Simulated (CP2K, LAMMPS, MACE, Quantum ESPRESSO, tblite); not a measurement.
# Bulk modulus two ways: glassy 57SiO2-43MgO (mol %) (59 atoms), QE, PBE

The cell holds 59 atoms (13 Si, 10 Mg and 36 O). Recipe: 59 atoms (13 Si, 10 Mg, 36 O) placed at random at 2.46 g/cm³, melted at 4000 K for 10 ps at fixed volume with the Morse and Coulomb pair potential with partial charges (Pedone, Malavasi, Menziani, Cormack and Segre, J. Phys. Chem. B 110, 11780 (2006)). Quenched from 4000 K to 300 K at 5 K/ps and fixed volume, held 10 ps at zero pressure. Then the atoms were relaxed with MACE MPA-0 medium in the fixed cell.

Calculated with Quantum ESPRESSO 7.5: PBE; plane waves, SSSP efficiency, 60/480 Ry; k-points Γ. The cell is scaled evenly by ±3 % in volume, and MACE MPA-0 medium relaxes the atoms at each volume before the single point.

| volume (Å³/atom) | energy less the middle row's (meV/atom) | pressure (GPa) |
| --- | --- | --- |
| 12.765 | -0.664 | 0.582 |
| 13.160 | 0.000 | -1.646 |
| 13.554 | 4.991 | -3.299 |

**Question.** Find the bulk modulus at the middle volume from the pressures and from the energies, and check the printed pressure against the slope of the energy (1 meV/Å³ = 0.16022 GPa).

**Working.**

The step is h = 0.3948 Å³. From pressures: B = −V dP/dV = 13.160 × (0.582 − (-3.299)) / (2 × 0.3948) = 64.7 GPa.

From energies: B = V d²E/dV² = 13.160 × (-0.664 + (4.991)) / 0.3948² = 365.3 meV/Å³ = 58.5 GPa.

Slope: P = −dE/dV = −(4.991 − (-0.664)) / (2 × 0.3948) = -7.16 meV/Å³ = -1.15 GPa, against -1.65 GPa printed.

The two moduli agree within 10 %.

A central difference over ±3 % overstates P by about B(1 + B′)(0.03)²/6, some 0.05 GPa for B′ = 4, which is small against the gap found. The atoms follow MACE MPA-0 medium, so this level's forces do work along the path, which enters the energies but not the printed pressures. A stress printed at a finite cutoff holds the number of plane waves fixed and tends to come out low, which is the sign found here.

Limits: three points, a static cell at zero temperature, the cell shape held; the modulus is that at -1.6 GPa, not at zero pressure.

[Hosts, paths, dates, database ids (printed as entryN), source tags and the programs' standing remarks are cut or masked in the printed files.]
